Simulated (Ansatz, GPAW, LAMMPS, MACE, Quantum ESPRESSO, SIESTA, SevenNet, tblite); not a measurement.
# Rapidly quenched Si24Mg76 (at. %) (110 atoms) in SIESTA

Wanted: SIESTA inputs and outputs for rapidly quenched Si24Mg76 (at. %) (110 atoms), checked against a plane-wave reference.

Program: SIESTA 5.4.2. Level of theory: the method is named at each step. Results are calculated unless marked as measured.

### 1. Starting point

The cell holds 110 atoms: 26 Si and 84 Mg. Cell: a = 13.533 Å, b = 13.533 Å, c = 13.533 Å, α = 90.0°, β = 90.0°, γ = 90.0°. 110 atoms (26 Si, 84 Mg) placed at random at 1.75 g/cm³, melted at 2000 K for 10 ps at fixed volume with the MEAM Al-Si-Mg-Cu-Fe potential (Jelinek et al., Phys. Rev. B 85, 245102 (2012)). Quenched from 2000 K to 300 K at 5 K/ps and zero pressure, held 5 ps.

The yardstick, on the same geometry:

```
method                 : Kohn-Sham DFT, PBE, PAW, plane waves (Ansatz 0.2.0); cutoff 420 eV, Γ point, fermi-dirac smearing of 0.05 eV; PAW set soft_2
r.m.s. force component : 0.3333 eV/Å
longest force          : 1.45 eV/Å
pressure               : -1.248 GPa
SCF cycles             : 9
time                   : 49 s on 4 threads of Arm Neoverse V2, shared host
CPU time               : 3.1 min
```

### 2. PBE, DZP, shift 0.01 Ry, mesh 500 Ry

Method: Kohn-Sham DFT, PBE, PseudoDojo 0.4.1 norm-conserving pseudopotentials (converted to PSML), numerical atomic orbitals (DZP), diagonalisation.

The .psml files are PseudoDojo norm-conserving potentials that we converted to this format, checked against plane waves on the same files for H, C, O, Si, Ge and Ca alone.

Input file input.fdf:

```
SystemLabel cell
NumberOfAtoms 110
NumberOfSpecies 2
%block ChemicalSpeciesLabel
  1 14 Si
  2 12 Mg
%endblock ChemicalSpeciesLabel
LatticeConstant 1.0 Ang
%block LatticeVectors
  13.53281 0.00000 0.00000
  0.00000 13.53281 0.00000
  0.00000 0.00000 13.53281
%endblock LatticeVectors
PAO.BasisSize DZP
PAO.EnergyShift 0.01 Ry
XC.Functional GGA
XC.Authors PBE
MeshCutoff 500 Ry
%block kgrid_Monkhorst_Pack
  1 0 0 0.0
  0 1 0 0.0
  0 0 1 0.0
%endblock kgrid_Monkhorst_Pack
SolutionMethod diagon
OccupationFunction FD
ElectronicTemperature 580 K
SCF.Mixer.Method Pulay
SCF.Mixer.Weight 0.05
SCF.Mixer.History 8
SCF.Mix Hamiltonian
MaxSCFIterations 300
SCF.DM.Tolerance 1e-04
SCF.H.Tolerance 1.0e-3 eV
WriteForces T
Write.HirshfeldPop T
Write.VoronoiPop T
Write.DM F
Write.H F
XML.Write F
AtomicCoordinatesFormat Fractional
%block AtomicCoordinatesAndAtomicSpecies
  0.18935 0.90724 0.70920 1
  0.46053 0.92982 0.67330 1
  0.95812 0.68458 0.86598 1
  0.48949 0.54019 0.70396 1
  0.69791 0.13526 0.81339 1
  0.73413 0.11174 0.47156 1
  0.95518 0.05650 0.32985 1
  0.95966 0.74382 0.47011 1
  0.16570 0.18668 0.53586 1
  0.33138 0.45528 0.02579 1
  0.13325 0.77365 0.16740 1
  0.89112 0.02520 0.13227 1
  0.44800 0.62729 0.10708 1
  0.83297 0.65041 0.12024 1
  0.46828 0.06662 0.99947 1
  0.31112 0.70175 0.50264 1
  0.77094 0.82250 0.72006 1
  0.07154 0.50850 0.67457 1
  0.41128 0.27435 0.67286 1
  0.28448 0.47768 0.36857 1
  0.15604 0.18575 0.14974 1
  0.68660 0.32824 0.12629 1
  0.37483 0.10709 0.24376 1
  0.67121 0.85752 0.36303 1
  0.58075 0.65537 0.40911 1
  0.79191 0.58356 0.84490 1
  0.78092 0.67052 0.31086 2
  0.34800 0.92564 0.86680 2
  0.13390 0.57418 0.45756 2
  0.66492 0.46530 0.45296 2
  0.77675 0.76277 0.93101 2
  0.51563 0.83655 0.98953 2
  0.35844 0.14246 0.45470 2
  0.93192 0.85230 0.27972 2
  0.33542 0.91671 0.52554 2
  0.17494 0.07119 0.35286 2
  0.12745 0.45071 0.25257 2
  0.09428 0.97629 0.17561 2
  0.40228 0.45437 0.20613 2
  0.36574 0.64586 0.31991 2
  0.76244 0.22834 0.64447 2
  0.45155 0.53267 0.49411 2
  0.10019 0.93994 0.91581 2
  0.61513 0.49039 0.23300 2
  0.60177 0.71052 0.81471 2
  0.35489 0.23718 0.08345 2
  0.63888 0.92135 0.56273 2
  0.03424 0.60968 0.05185 2
  0.73605 0.35391 0.84638 2
  0.85378 0.92818 0.47312 2
  0.29857 0.75606 0.02974 2
  0.17087 0.32971 0.97788 2
  0.51110 0.30508 0.49655 2
  0.28744 0.34696 0.52322 2
  0.96649 0.48255 0.85283 2
  0.15523 0.73556 0.84685 2
[... 50 atom lines left out ...]
  0.12225 0.71584 0.62335 2
  0.18359 0.53081 0.86587 2
  0.23500 0.59271 0.12404 2
  0.74577 0.03211 0.27999 2
%endblock AtomicCoordinatesAndAtomicSpecies
```

The run is started by

```
$ OMP_NUM_THREADS=1 mpirun -np 2 siesta < input.fdf > output.txt
```

Output:

```text
Version         : 5.4.2
reinit: System Name:
reinit: System Label: cell
initatom: Reading input for the pseudopotentials and atomic orbitals ----------
Species number:   1 Atomic number:   14 Label: Si
Species number:   2 Atomic number:   12 Label: Mg
Ground state valence configuration (from tables):   3s02  3p02  3d00  4f00
Ground state valence configuration (from tables):   3s02  3p00  3d00  4f00
---- Processing specs for species: Si
GGA--PBE XC_GGA_X_PBE--XC_GGA_C_PBE pb
---- Processing specs for species: Mg
GGA--PBE XC_GGA_X_PBE--XC_GGA_C_PBE pb
Semicore shell(s) with  8 electrons included in the valence for Mg
Semicore shell(s): 2s 2p
Fallback to non-perturbative polarization scheme for Mg
Please see the manual if this is not desired in principle
Si pseudopotential only contains V_ls up to l=2 -- lmxkb reset.
Mg pseudopotential only contains V_ls up to l=1 -- lmxkb reset.
Using PAO.SplitTailNorm
%block ChemicalSpeciesLabel
    1   14 Si                      # Species index, atomic number, species label
    2   12 Mg                      # Species index, atomic number, species label
%endblock ChemicalSpeciesLabel
%block PAO.Basis                 # Define Basis set
Si                    2                    # Species label, number of l-shells
 n=3   0   2                         # n, l, Nzeta
   5.392      3.847
   1.000      1.000
 n=3   1   2 P   1                   # n, l, Nzeta, Polarization, NzetaPol
   6.844      4.952
   1.000      1.000
Mg                    4                    # Species label, number of l-shells
 n=2   0   1                         # n, l, Nzeta
   2.332
   1.000
 n=3   0   2                         # n, l, Nzeta
   7.124      5.248
   1.000      1.000
 n=2   1   1                         # n, l, Nzeta
   2.593
   1.000
 n=3   1   1                         # n, l, Nzeta
   7.124
   1.000
%endblock PAO.Basis
coor:   Atomic-coordinates input format  =     Fractional
siesta: System type = bulk
initatomlists: Number of atoms, orbitals, and projectors:    110  1094  1140
siesta: ******************** Simulation parameters ****************************
Total number of electrons:   944.000000
Total ionic charge:   944.000000
 Kpoints in:            1 . Kpoints trimmed:            1
siesta: k-grid: Number of k-points = 1
siesta: k-points from Monkhorst-Pack grid
siesta: k-cutoff (effective) =     6.766 Ang
siesta: k-point supercell and displacements
siesta: k-grid:     1     0     0      0.000
siesta: k-grid:     0     1     0      0.000
siesta: k-grid:     0     0     1      0.000
                     ====================================
                        Single-point calculation
                     ====================================
outcell: Unit cell vectors (Ang):
       13.532810    0.000000    0.000000
        0.000000   13.532810    0.000000
        0.000000    0.000000   13.532810
outcell: Cell vector modules (Ang)   :   13.532810   13.532810   13.532810
outcell: Cell angles (23,13,12) (deg):     90.0000     90.0000     90.0000
outcell: Cell volume (Ang**3)        :   2478.3575
Gamma-point calculation with multiply-connected orbital pairs
Gamma-point calculation with multiply-connected orbital pairs
Folding of H and S implicitly performed
Folding of H and S implicitly performed
new_DM -- step:     1
Initializing Density Matrix...
Attempting to read DM from file... Failed...
DM filled with atomic data:
InitMesh: MESH = 192 x 192 x 192 = 7077888
InitMesh: Mesh cutoff (required, used) =   500.000   556.325 Ry
stepf: Fermi-Dirac step function
        iscf     Eharris(eV)        E_KS(eV)     FreeEng(eV)     dDmax    Ef(eV) dHmax(eV)
   scf:    1  -138383.461426  -138621.867651  -138622.263823  1.508808 -3.153096  8.921377
   scf:    2  -138644.303149  -138634.267258  -138634.665852  0.102060 -3.140314  5.672582
   scf:    3  -138653.979654  -138645.316647  -138645.714110  0.099413 -3.127424  4.351744
   scf:    4  -138656.874941  -138653.017063  -138653.424249  0.128962 -3.114554  3.246596
   scf:    5  -138655.518389  -138654.689235  -138655.108663  0.068627 -3.112651  2.085388
   scf:    6  -138654.824019  -138654.836154  -138655.260620  0.027495 -3.117060  1.453489
[...]
scf:   20  -138655.483674  -138655.483669  -138655.909633  0.000047 -3.174670  0.001653
   scf:   21  -138655.483676  -138655.483672  -138655.909634  0.000036 -3.174714  0.001396
   scf:   22  -138655.483676  -138655.483674  -138655.909635  0.000038 -3.174745  0.000964
SCF Convergence by DM+H criterion
max |DM_out - DM_in|         :     0.0000383606
max |H_out - H_in|      (eV) :     0.0009639174
SCF cycle converged after 22 iterations
Using DM_out to compute the final energy and forces
siesta: E_KS(eV) =          -138655.4837
siesta: E_KS - E_eggbox =   -138655.4837
siesta: Atomic forces (eV/Ang):
     1   -0.569445    0.150262    0.030715
     2    0.535219    0.368208    0.376555
     3   -0.292862    0.154390    0.211696
     4    0.415121    1.433928    0.569653
     5    0.029457   -0.127958    0.476683
     6    0.024556   -0.127375    0.444474
[...]
108    0.411254   -0.399207    0.337911
   109   -0.123260   -0.347296    0.719949
   110   -0.495064   -0.389830    0.038226
----------------------------------------
   Tot   -0.057252    0.004737    0.134054
----------------------------------------
   Max    1.433928
   Res    0.430429    sqrt( Sum f_i^2 / 3N )
----------------------------------------
   Max    1.433928    constrained
Stress tensor Voigt[x,y,z,yz,xz,xy] (kbar):       -1.07       -4.53        6.80       -5.02        4.76       -1.34
(Free)E + p*V (eV/cell)  -138656.5268
Target enthalpy (eV/cell)  -138655.9096
siesta: Program's energy decomposition (eV):
siesta: Ebs     =    -38904.046896
siesta: Eions   =    170761.984922
siesta: Ena     =     12715.475385
siesta: Ekin    =     78214.947448
siesta: Enl     =    -40597.656263
siesta: DEna    =       861.993833
siesta: DUscf   =        31.960471
siesta: Ex      =    -17985.126397
siesta: Ec      =     -1135.093229
siesta: Exc     =    -19120.219627
siesta: Eharris =   -138655.483676
siesta: Etot    =   -138655.483674
siesta: FreeEng =   -138655.909635
siesta: Final energy (eV):
siesta:  Band Struct. =  -38904.046896
siesta:       Kinetic =   78214.947448
siesta:       Hartree =   51977.982503
siesta:         Exch. =  -17985.126397
siesta:         Corr. =   -1135.093229
siesta:   Exch.-corr. =  -19120.219627
siesta:  Ion-electron = -196521.862556
siesta:       Ion-ion =  -53206.331442
siesta:         Total = -138655.483674
siesta:         Fermi =      -3.174745
siesta: Stress tensor (static) (eV/Ang**3):
siesta:    -0.000667   -0.000835    0.002974
siesta:    -0.000835   -0.002827   -0.003132
siesta:     0.002974   -0.003132    0.004241
siesta: Cell volume =       2478.357501 Ang**3
siesta: Pressure (static):
siesta:                Solid            Molecule  Units
siesta:          -0.00000271         -0.00009961  Ry/Bohr**3
siesta:          -0.00024903         -0.00914588  eV/Ang**3
siesta:          -0.39898526        -14.65331506  kBar
    Orbital volume contribution        =          78.096880 eV
    (Free)E + p_basis*V_orbitals       =     -138577.812755 eV
    (Free)Eharris+ p_basis*V_orbitals  =     -138577.812756 eV
Hirshfeld Atomic Populations:
Atom #   charge [q] valence [e]  Species
     1    -0.288369    4.288369  Si
     2    -0.308586    4.308586  Si
     3    -0.217184    4.217184  Si
     4    -0.315134    4.315134  Si
     5    -0.302208    4.302208  Si
     6    -0.265296    4.265296  Si
[...]
27     0.098620    9.901380  Mg
    28     0.066884    9.933116  Mg
    29     0.110751    9.889249  Mg
    30     0.038076    9.961924  Mg
    31     0.093741    9.906259  Mg
    32     0.051079    9.948921  Mg
[...]
--------------------
 Total     0.000023
Voronoi Atomic Populations:
Atom #   charge [q] valence [e]  Species
[...]
24    -0.318875    4.318875  Si
    25    -0.341279    4.341279  Si
    26    -0.275243    4.275243  Si
[...]
108     0.053755    9.946245  Mg
   109     0.146455    9.853545  Mg
   110     0.126260    9.873740  Mg
--------------------
 Total     0.000022
```

The job ended after 5.3 min (2 MPI ranks of Arm Neoverse V2, shared host; peak memory 3.2 GiB).

Banners, paths, timers and routine set-up lines are dropped from the logs unmarked, and long logs keep their key lines alone; longer cuts are marked.

Numbers from this run, and their distance from the reference:

| Quantity | Value |
| --- | --- |
| r.m.s. force component | 0.4304 eV/Å |
| r.m.s. difference of force components | 127.9 meV/Å |
| longest difference of force vectors | 411.5 meV/Å |
| force difference over r.m.s. force | 38.36 % |
| slope of forces against the reference's | 1.26 |
| correlation of force components | 0.9759 |
| pressure | -0.0399 GPa |
| pressure difference | 1.208 GPa |

This run lies far from the reference in forces at the same functional.

Length of the force difference by element (eV/Å):

```
element  atoms  mean  most
     Mg     84  0.22  0.41
     Si     26  0.14  0.28
```

A closer look about Si4, which bears the longest force: 9 atoms, nearest first, numbered in the order of the input, with positions taken from that point.

```csv
atom,x,y,z,distance (Å),bonds,Hirshfeld charge (e),Fx,Fy,Fz (eV/Å)
Si4,0.00,0.00,0.00,0.00,8,-0.32,0.42,1.43,0.57
Mg87,1.25,-2.23,-0.16,2.56,8,0.06,0.41,-1.16,-0.03
Mg75,-2.52,0.06,-0.52,2.58,11,0.12,-0.98,0.34,-0.17
Mg105,-1.09,0.92,2.41,2.79,10,0.11,-0.21,0.14,0.40
Mg70,2.76,0.11,-0.50,2.81,9,0.10,0.07,0.63,-0.20
Mg42,-0.51,-0.10,-2.84,2.89,10,0.13,-0.29,-0.16,0.31
Mg58,-1.07,-2.15,1.68,2.93,9,0.10,-0.31,0.36,1.23
Mg80,0.49,2.70,-1.28,3.03,11,0.13,0.10,-0.82,-0.48
Mg45,1.52,2.31,1.50,3.14,10,0.09,-0.12,-0.43,-0.54
```

Forces lie 38 % from the reference's, at 3.4 times its CPU time (on 2 against 4 cores).

### 3. PBE, SZP, shift 0.01 Ry, mesh 500 Ry

Method: Kohn-Sham DFT, PBE, PseudoDojo 0.4.1 norm-conserving pseudopotentials (converted to PSML), numerical atomic orbitals (SZP), diagonalisation.

Edit input.fdf of step 2 so:

```diff
@@ -13,3 +13,3 @@
 %endblock LatticeVectors
-PAO.BasisSize DZP
+PAO.BasisSize SZP
 PAO.EnergyShift 0.01 Ry
```

Output:

```text
Version         : 5.4.2
reinit: System Name:
reinit: System Label: cell
initatom: Reading input for the pseudopotentials and atomic orbitals ----------
Species number:   1 Atomic number:   14 Label: Si
Species number:   2 Atomic number:   12 Label: Mg
Ground state valence configuration (from tables):   3s02  3p02  3d00  4f00
Ground state valence configuration (from tables):   3s02  3p00  3d00  4f00
---- Processing specs for species: Si
GGA--PBE XC_GGA_X_PBE--XC_GGA_C_PBE pb
---- Processing specs for species: Mg
GGA--PBE XC_GGA_X_PBE--XC_GGA_C_PBE pb
Semicore shell(s) with  8 electrons included in the valence for Mg
Semicore shell(s): 2s 2p
Fallback to non-perturbative polarization scheme for Mg
Please see the manual if this is not desired in principle
[... lines left out ...]
Total number of electrons:   944.000000
[... lines left out ...]
stepf: Fermi-Dirac step function
        iscf     Eharris(eV)        E_KS(eV)     FreeEng(eV)     dDmax    Ef(eV) dHmax(eV)
[... lines left out ...]
SCF Convergence by DM+H criterion
[... lines left out ...]
SCF cycle converged after 22 iterations
[... lines left out ...]
   Max    1.410907
[... lines left out ...]
   Max    1.410907    constrained
Stress tensor Voigt[x,y,z,yz,xz,xy] (kbar):       -3.84       -6.95        3.86       -4.89        4.48       -0.83
[... lines left out ...]
siesta: DEna    =       819.773623
siesta: DUscf   =        30.952656
siesta: Ex      =    -17998.164663
siesta: Ec      =     -1135.169531
siesta: Exc     =    -19133.334194
siesta: Eharris =   -138647.508704
siesta: Etot    =   -138647.508701
siesta: FreeEng =   -138647.932369
siesta: Final energy (eV):
siesta:  Band Struct. =  -38834.906432
siesta:       Kinetic =   78295.357474
siesta:       Hartree =   52042.902636
siesta:         Exch. =  -17998.164663
siesta:         Corr. =   -1135.169531
siesta:   Exch.-corr. =  -19133.334194
siesta:  Ion-electron = -196646.103174
siesta:       Ion-ion =  -53206.331442
siesta:         Total = -138647.508701
siesta:         Fermi =      -3.115783
siesta: Stress tensor (static) (eV/Ang**3):
siesta:    -0.002399   -0.000517    0.002797
siesta:    -0.000517   -0.004338   -0.003050
siesta:     0.002797   -0.003050    0.002411
siesta: Cell volume =       2478.357501 Ang**3
siesta: Pressure (static):
siesta:                Solid            Molecule  Units
siesta:           0.00001570         -0.00007939  Ry/Bohr**3
siesta:           0.00144193         -0.00728937  eV/Ang**3
siesta:           2.31022126        -11.67885744  kBar
    Orbital volume contribution        =          65.093871 eV
    (Free)E + p_basis*V_orbitals       =     -138582.838498 eV
    (Free)Eharris+ p_basis*V_orbitals  =     -138582.838502 eV
Hirshfeld Atomic Populations:
Atom #   charge [q] valence [e]  Species
     1    -0.298275    4.298275  Si
     2    -0.321435    4.321435  Si
     3    -0.224883    4.224883  Si
[...]
27     0.103807    9.896193  Mg
    28     0.069480    9.930520  Mg
    29     0.115141    9.884859  Mg
[...]
--------------------
 Total     0.000018
Voronoi Atomic Populations:
Atom #   charge [q] valence [e]  Species
[...]
25    -0.355057    4.355057  Si
    26    -0.288000    4.288000  Si
[...]
109     0.153522    9.846478  Mg
   110     0.135629    9.864371  Mg
--------------------
 Total     0.000017
```

Run time: 4.5 min. Hardware: 2 MPI ranks; peak memory 3 GiB.

Against the reference:

```
r.m.s. force component                  : 0.4267 eV/Å
r.m.s. difference of force components   : 128.9 meV/Å
longest difference of force vectors     : 422.5 meV/Å
force difference over r.m.s. force      : 38.67 %
slope of forces against the reference's : 1.244
correlation of force components         : 0.9722
pressure                                : 0.231 GPa
pressure difference                     : 1.479 GPa
```

This is a coarse setting, run to see what it loses.

Against the first run (38 %), the force difference from the reference is 39 %, at 0.85 times the CPU time, with 906 basis functions against 1094.

### 4. PBE, DZP, shift 0.01 Ry, mesh 100 Ry

Method: Kohn-Sham DFT, PBE, PseudoDojo 0.4.1 norm-conserving pseudopotentials (converted to PSML), numerical atomic orbitals (DZP), diagonalisation.

Edit input.fdf of step 3 so:

```diff
@@ -13,3 +13,3 @@
 %endblock LatticeVectors
-PAO.BasisSize SZP
+PAO.BasisSize DZP
 PAO.EnergyShift 0.01 Ry
@@ -17,3 +17,3 @@
 XC.Authors PBE
-MeshCutoff 500 Ry
+MeshCutoff 100 Ry
 %block kgrid_Monkhorst_Pack
```

Output:

```text
Version         : 5.4.2
reinit: System Name:
reinit: System Label: cell
initatom: Reading input for the pseudopotentials and atomic orbitals ----------
Species number:   1 Atomic number:   14 Label: Si
Species number:   2 Atomic number:   12 Label: Mg
Ground state valence configuration (from tables):   3s02  3p02  3d00  4f00
[... lines left out ...]
        iscf     Eharris(eV)        E_KS(eV)     FreeEng(eV)     dDmax    Ef(eV) dHmax(eV)
[... lines left out ...]
SCF Convergence by DM+H criterion
[... lines left out ...]
SCF cycle converged after 22 iterations
[... lines left out ...]
   Max    1.431697
[... lines left out ...]
   Max    1.431697    constrained
Stress tensor Voigt[x,y,z,yz,xz,xy] (kbar):       -7.08      -10.33        0.84       -5.01        4.77       -1.34
[... lines left out ...]
siesta: FreeEng =   -138661.820918
[... lines left out ...]
siesta:         Fermi =      -3.172999
[... lines left out ...]
siesta:           0.00344812         -0.00522293  eV/Ang**3
siesta:           5.52449368         -8.36805957  kBar
    Orbital volume contribution        =          78.096880 eV
    (Free)E + p_basis*V_orbitals       =     -138583.724038 eV
    (Free)Eharris+ p_basis*V_orbitals  =     -138583.724040 eV
Hirshfeld Atomic Populations:
Atom #   charge [q] valence [e]  Species
     1    -0.288613    4.288613  Si
     2    -0.308863    4.308863  Si
     3    -0.217320    4.217320  Si
[...]
27     0.098673    9.901327  Mg
    28     0.066957    9.933043  Mg
    29     0.110775    9.889225  Mg
[...]
--------------------
 Total    -0.000133
Voronoi Atomic Populations:
Atom #   charge [q] valence [e]  Species
[...]
25    -0.341178    4.341178  Si
    26    -0.274943    4.274943  Si
[...]
109     0.145962    9.854038  Mg
   110     0.126799    9.873201  Mg
--------------------
 Total    -0.000012
```

The job ended after 50 s (2 MPI ranks; peak memory 0.71 GiB; 1.7 min of CPU time).

Numbers from this run, and their distance from the reference:

- r.m.s. force component: 0.4531 eV/Å
- r.m.s. difference of force components: 191.5 meV/Å
- longest difference of force vectors: 791.9 meV/Å
- force difference over r.m.s. force: 57.44 %
- slope of forces against the reference's: 1.259
- correlation of force components: 0.9261
- pressure: 0.5524 GPa
- pressure difference: 1.801 GPa
- energy less the same-level run's: -53.74 meV/atom
- r.m.s. force difference from the same-level run: 138.9 meV/Å

This is a coarse setting, run to see what it loses.

Against the first run (38 %), the force difference from the reference is 57 %, at 0.16 times the CPU time: the grid matters here.

The forces add up to 0.87 eV/Å instead of zero, usually a sign of too coarse a grid.

(Continued in part 2 of 2.)

[Also dropped from logs without a mark: logging warnings of Python, and SIESTA's first energy breakdown and zero terms.]

[Logs are printed without paths, hosts, clocks, repeated set-up lines and the standing remarks that a program may print on its own settings, such as how far it seeks lower states.]

[Hosts, paths, dates, database ids (printed as entryN), source tags and the programs' standing remarks are cut or masked in the printed files.]
